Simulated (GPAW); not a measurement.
# Optical response of AlN

Wanted: where AlN starts to absorb, how strongly, and its refractive index.

Calculated with GPAW 26.7.0; DFT, LDA, plane-wave PAW (GPAW data sets), scalar-relativistic, RPA, optical limit.

## 1. The starting structure

Symmetry: F-43m, No. 216, cubic system. Conventional cell: a = 4.368 Å, b = 4.368 Å, c = 4.368 Å, α = 90.00°, β = 90.00°, γ = 90.00°. Nearest to Al lie 4 N at 1.89 Å. N has 4 Al at 1.89 Å nearest. Farther neighbours and most contacts between anions are not listed.

## 2. Ground state

First the ground state: is it a metal or has it a gap?

This step: DFT, LDA, plane-wave PAW (GPAW data sets), scalar-relativistic, ground state (GPAW 26.7.0).

File gs.py:

```python
from ase import Atoms
from ase.dft.bandgap import bandgap
from gpaw import GPAW, PW, FermiDirac

atoms = Atoms(['Al', 'N'],
              cell=[[0.000000000000, 2.183993559600, 2.183993559600],
                    [2.183993559600, 0.000000000000, 2.183993559600],
                    [2.183993559600, 2.183993559600, 0.000000000000]],
              scaled_positions=[[0.000000000000, 0.000000000000, 0.000000000000],
                                [0.250000000000, 0.250000000000, 0.250000000000]],
              pbc=[True, True, True])
atoms.calc = GPAW(mode=PW(450), xc='LDA', kpts={'size': (9, 9, 9), 'gamma': True},
                  occupations=FermiDirac(0.05), maxiter=150, txt='gs.txt')
print('energy (eV)', atoms.get_potential_energy())
print('Fermi level (eV)', atoms.calc.get_fermi_level())
print('valence electrons', atoms.calc.get_number_of_electrons())
print('gap (eV)', bandgap(atoms.calc, output=None)[0])
print('direct gap (eV)', bandgap(atoms.calc, direct=True, output=None)[0])
atoms.calc.write('gs.gpw')
```

Command:

```
$ OMP_NUM_THREADS=1 python gs.py
```

Numbers of over 12 decimals in the logs are rounded to 6 here.

Log:

```text
__  _  _
 | _ |_)|_||  |
 |__||  | ||/\| - 26.7.0

Versions:
  Python: 3.12.14
  ASE:    3.29.0
  Numpy:  2.5.5
  Scipy:  1.18.1
  Libxc:  7.0.0

Input parameters:
  mode=PW(ecut=450.000000),
  kpts=MonkhorstPack(size=(9, 9, 9), gamma=True),
  maxiter=150,
  occupations=Occupations(name='fermi-dirac', width=0.05, fixmagmom=False),
  xc=XC(name='LDA')

Diagonalizing LCAO Hamiltonian
Converting LCAO to pw mode

           N
       Al

Atoms  # Å, Bohr magnetons
|   | symbol |        x |        y |        z |    initial magnetic moments |
| 0 |     Al | 0.000000 | 0.000000 | 0.000000 | ( 0.0000,  0.0000,  0.0000) |
| 1 |      N | 1.091997 | 1.091997 | 1.091997 | ( 0.0000,  0.0000,  0.0000) |

Unit cell  # Å
| periodic |        x |        y |        z |  lengths |    angles |
|      yes | 0.000000 | 2.183994 | 2.183994 | 3.088633 | 60.000000 |
|      yes | 2.183994 | 0.000000 | 2.183994 | 3.088633 | 60.000000 |
|      yes | 2.183994 | 2.183994 | 0.000000 | 3.088633 | 60.000000 |

Number of symmetries: 24
Symmetry operations  # r_c * U_cc + t_c -> r_c
|    | kind |            matrix            |
|  0 |  E   |  1, 0, 0,  0, 1, 0,  0, 0, 1 |
|  1 |  σ   |  1, 0, 0,  0, 0, 1,  0, 1, 0 |
|  2 |  σ   |  1, 0,-1,  0, 1,-1,  0, 0,-1 |
|  3 |  C3  |  1, 0,-1,  0, 0,-1,  0, 1,-1 |
|  4 |  C3  |  1,-1, 0,  0,-1, 1,  0,-1, 0 |
|  5 |  σ   |  1,-1, 0,  0,-1, 0,  0,-1, 1 |
|  6 |  σ   |  0, 1, 0,  1, 0, 0,  0, 0, 1 |
|  7 |  C3  |  0, 1, 0,  0, 0, 1,  1, 0, 0 |
|  8 |  C2  |  0, 1,-1,  1, 0,-1,  0, 0,-1 |
|  9 |  S4  |  0, 1,-1,  0, 0,-1,  1, 0,-1 |
| 10 |  C3  |  0, 0, 1,  1, 0, 0,  0, 1, 0 |
| 11 |  σ   |  0, 0, 1,  0, 1, 0,  1, 0, 0 |
| 12 |  S4  |  0, 0,-1,  1, 0,-1,  0, 1,-1 |
| 13 |  C3  |  0, 0,-1,  0, 1,-1,  1, 0,-1 |
| 14 |  S4  |  0,-1, 1,  1,-1, 0,  0,-1, 0 |
| 15 |  C2  |  0,-1, 1,  0,-1, 0,  1,-1, 0 |
| 16 |  C3  |  0,-1, 0,  1,-1, 0,  0,-1, 1 |
| 17 |  S4  |  0,-1, 0,  0,-1, 1,  1,-1, 0 |
| 18 |  S4  | -1, 1, 0, -1, 0, 1, -1, 0, 0 |
| 19 |  C3  | -1, 1, 0, -1, 0, 0, -1, 0, 1 |
| 20 |  C3  | -1, 0, 1, -1, 1, 0, -1, 0, 0 |
| 21 |  S4  | -1, 0, 1, -1, 0, 0, -1, 1, 0 |
| 22 |  σ   | -1, 0, 0, -1, 1, 0, -1, 0, 1 |
| 23 |  C2  | -1, 0, 0, -1, 0, 1, -1, 1, 0 |

BZ-sampling:
  Number of BZ points: 729
  Number of IBZ points: 35

  Monkhorst-Pack size: [9, 9, 9]
  Monkhorst-Pack shift: [0, 0, 0]

K-points  # in reciprocal-cell coordinates
|     |                                coordinates |     weight |
|   0 | (  0.00000000,   0.00000000,   0.00000000) | 0.00137174 |
|   1 | (  0.11111111,   0.11111111,   0.00000000) | 0.00823045 |
|   2 | (  0.11111111,   0.11111111,   0.11111111) | 0.01097394 |
|   3 | (  0.22222222,   0.11111111,   0.11111111) | 0.01646091 |
|   4 | (  0.22222222,   0.22222222,   0.00000000) | 0.00823045 |
|   5 | (  0.22222222,   0.22222222,   0.11111111) | 0.03292181 |
|   6 | (  0.22222222,   0.22222222,   0.22222222) | 0.01097394 |
|   7 | (  0.33333333,   0.22222222,   0.11111111) | 0.03292181 |
|   8 | (  0.33333333,   0.22222222,   0.22222222) | 0.03292181 |
|   9 | (  0.33333333,   0.33333333,  -0.33333333) | 0.01646091 |
| ... |                                            |            |
|  34 | (  0.44444444,   0.44444444,   0.44444444) | 0.01097394 |

Plane wave coefficients: 465
Cutoff: 450.000000 eV

Spin-components: 1 (collinear spins)
Bands:           8
Projectors:      10
Spin-degeneracy: 2
Datatype:        complex128

Parallelization:
  kpt:    1
  domain: 1
  band:   1

Density:
  Valence electrons: 8.0
  Components: 1
  Grid points: [16 16 16]
  Charge: 0.0  # |e|

Potential:
  Grid points: [16 16 16]

species:
  Al:
    name:    Aluminium
    id:
    Z:       13.0
    valence: 3
    core:    10
    charge:  0.0  # [|e|]
    compensation charges:
      type: gauss
      rc: 0.34  # [Å]
      lmax: 2
    cutoffs:
      filter: 1.91  # [Å]
      core: 2.36  # [Å]
    projectors
    | kind |    occ | energy [eV] | rcut [Å] |
    |   3s |  2.000 |      -7.830 |    1.085 |
    |   3p |  1.000 |      -2.783 |    1.085 |
    |    s |        |      19.382 |    1.085 |
    |    p |        |      24.428 |    1.085 |
    |    d |        |       0.000 |    1.085 |

    Using partial waves for Al as LCAO basis

  N:
    name:    Nitrogen
    id:
    Z:       7.0
    valence: 5
    core:    2
    charge:  0.0  # [|e|]
    compensation charges:
      type: gauss
      rc: 0.18  # [Å]
      lmax: 2
    cutoffs:
      filter: 1.11  # [Å]
      core: 0.96  # [Å]
    projectors
    | kind |    occ | energy [eV] | rcut [Å] |
    |   2s |  2.000 |     -18.420 |    0.603 |
    |   2p |  3.000 |      -7.237 |    0.529 |
    |    s |        |       8.791 |    0.603 |
    |    p |        |      19.974 |    0.529 |
    |    d |        |       0.000 |    0.577 |

    Using partial waves for N as LCAO basis

Reference energy: -8049.295751  # eV

eigensolver:
  PPCG
  Converge bands: occupied
  niter=2

density mixing:
  MSR1-Mixer
  Pratt-step length: 0.05
  Maximum mixing coefficient: 0.75
  Old densities: 10
  SVD Regularization: 0.005
  Good broyden scale: 1.0
  Trust region scale: 1.0
  Backstep threshold: 4.0
  History deletion threshold: 6.0
  Fourier metric: weight=20.0, sigma=0.015

occupation numbers:
  Fermi-Dirac:
    width: 0.0500  # eV

poisson solver:
  ecut: 3600.000000  # eV

xc functional:
  name: None

convergence criteria:
- Maximum [total energy] change in last 3 cyles: 0.0005 eV / valence electron
- Maximum integral of absolute [dens]ity change: 0.0001 electrons / valence electron
- Maximum integral of absolute [eigenst]ate change: 4e-08 eV^2 / valence electron
maximum number of iterations: 150

SCF iterations
|iter     |      energy | eigst |  dens |
|iter:   1||  -17.023191 | -0.27 |       |
|iter:   2||  -16.588269 | -2.04 | -0.57 |
|iter:   3||  -15.252743 | -0.69 | -0.62 |
|iter:   4||  -15.237325 | -2.95 | -1.26 |
|iter:   5||  -15.234403 | -3.57 | -1.59 |
|iter:   6||  -15.234436c| -5.69 | -2.78 |
|iter:   7||  -15.234444c| -6.57 | -3.17 |
|iter:   8||  -15.234444c| -7.59c| -4.47c|

Converged in 8 steps
SCF loop duration: 1.975 s (0.247 s/step)
Energy contributions relative to reference atoms: (reference = -8049.295751)

Energy contributions:
  Kinetic:          12.192803
  Coulomb:          -9.104544
  Zero:             -0.070212
  External:          0.000000
  Xc:              -18.252490
  Entropy:          -0.000000
  Spinorbit:         0.000000
  ----------------------------
  Free energy:     -15.234444
  Extrapolated:    -15.234444

dipole moment: (-8.689259, -8.689259, -8.689259)  # |e|*Ang

Fermi level: 6.731
Eigenvalues  # (at kpt = [0.000, 0.000, 0.000])
| band index |      eig [eV] | occ [0-2] |
|          0 |        -9.271 |     2.000 |
|          1 |         5.762 |     2.000 |
|          2 |         5.762 |     2.000 |
|          3 |         5.762 |     2.000 |
|          4 |         9.845 |     0.000 |
|          5 |        18.061 |     0.000 |
|          6 |        18.061 |     0.000 |
|          7 |        18.061 |     0.000 |

Gap: 3.354 eV
Transition (v -> c):
  (s=0, k=0, n=3, [0.00, 0.00, 0.00]) -> (s=0, k=30, n=4, [0.44, 0.44, 0.00])
Direct/indirect transitions are different
Direct gap: 4.082 eV
Transition at: (s=0, k=0, n=3, [0.00, 0.00, 0.00])

--- standard output ---
energy (eV) -15.234444
Fermi level (eV) 6.731299
valence electrons 8.0
gap (eV) 3.354212
direct gap (eV) 4.082440
```

Wall time 3.7 s (1 thread of Arm Neoverse V1, shared host); peak memory 0.12 GiB.

Read-outs, printed or worked out from the files:

| Item | Value |
| --- | --- |
| energy | -15.23 eV |
| Fermi energy | 6.731 eV |
| gap on the k-mesh | 3.354 eV |
| direct gap on the mesh | 4.082 eV |
| electrons | 8 |

There is a gap, 3.35 eV on this mesh (points off the mesh can give less), so no carriers' term is needed.

## 3. Bands for the response

At the fixed density, many empty bands are solved on the mesh of the response, since the spectrum sums over them.

This step: DFT, LDA, plane-wave PAW (GPAW data sets), scalar-relativistic, bands at fixed density (GPAW 26.7.0).

File nscf.py:

```python
from ase.dft.bandgap import bandgap
from gpaw import GPAW, FermiDirac

calc = GPAW('gs.gpw').fixed_density(kpts={'size': (16, 16, 16), 'gamma': True}, nbands=23, convergence={'bands': 17},
                                    occupations=FermiDirac(0.001), txt='nscf.txt')
print('gap (eV)', bandgap(calc, output=None)[0])
print('direct gap (eV)', bandgap(calc, direct=True, output=None)[0])
print('top band over the Fermi level (eV)', min(calc.get_eigenvalues(kpt=k)[16] for k in range(len(calc.get_ibz_k_points()))) - calc.get_fermi_level())
calc.write('full.gpw', mode='all')
```

Command:

```
$ OMP_NUM_THREADS=1 python nscf.py
```

Log:

```text
Diagonalizing LCAO Hamiltonian
Converting LCAO to pw mode
convergence criteria:
- Maximum integral of absolute [eigenst]ate change: 4e-08 eV^2 / valence electron
maximum number of iterations: 150

SCF iterations
|iter     |      energy | eigst |  dens |
|iter:   1||             | +2.99 |       |
|iter:   2||             | +1.25 |       |
|iter:   3||             | -1.29 |       |
|iter:   4||             | -3.07 |       |
|iter:   5||             | -5.20 |       |
|iter:   6||             | -6.83 |       |
|iter:   7||             | -7.84c|       |
SCF steps: 7
  __  _  _
 | _ |_)|_||  |
 |__||  | ||/\| - 26.7.0

Versions:
  Python: 3.12.14
  ASE:    3.29.0
  Numpy:  2.5.5
  Scipy:  1.18.1
  Libxc:  7.0.0

Input parameters:
  mode=PW(ecut=450.000000),
  convergence={'bands': 17},
  gpts=array([16, 16, 16]),
  kpts=MonkhorstPack(size=(16, 16, 16), gamma=True),
  maxiter=150,
  nbands=23,
  occupations=Occupations(name='fermi-dirac', width=0.001, fixmagmom=False),
  parallel={},
  xc=XC(name='LDA')

--- standard output ---
gap (eV) 3.168948
direct gap (eV) 4.082440
top band over the Fermi level (eV) 29.270632
```

Elapsed: 20 s, on 1 thread; peak memory 0.16 GiB.

Read-outs, printed or worked out from the files:

```
gap on the k-mesh : 3.169 eV
```

[end of part 1 of 2]

[Machine, clock and banner lines and Python warnings are left out of the logs.]

[Logs are printed without paths, hosts, clocks, repeated set-up lines and the standing remarks that a program may print on its own settings, such as how far it seeks lower states.]

[Hosts, paths, dates, database ids (printed as entryN), source tags and the programs' standing remarks are cut or masked in the printed files.]
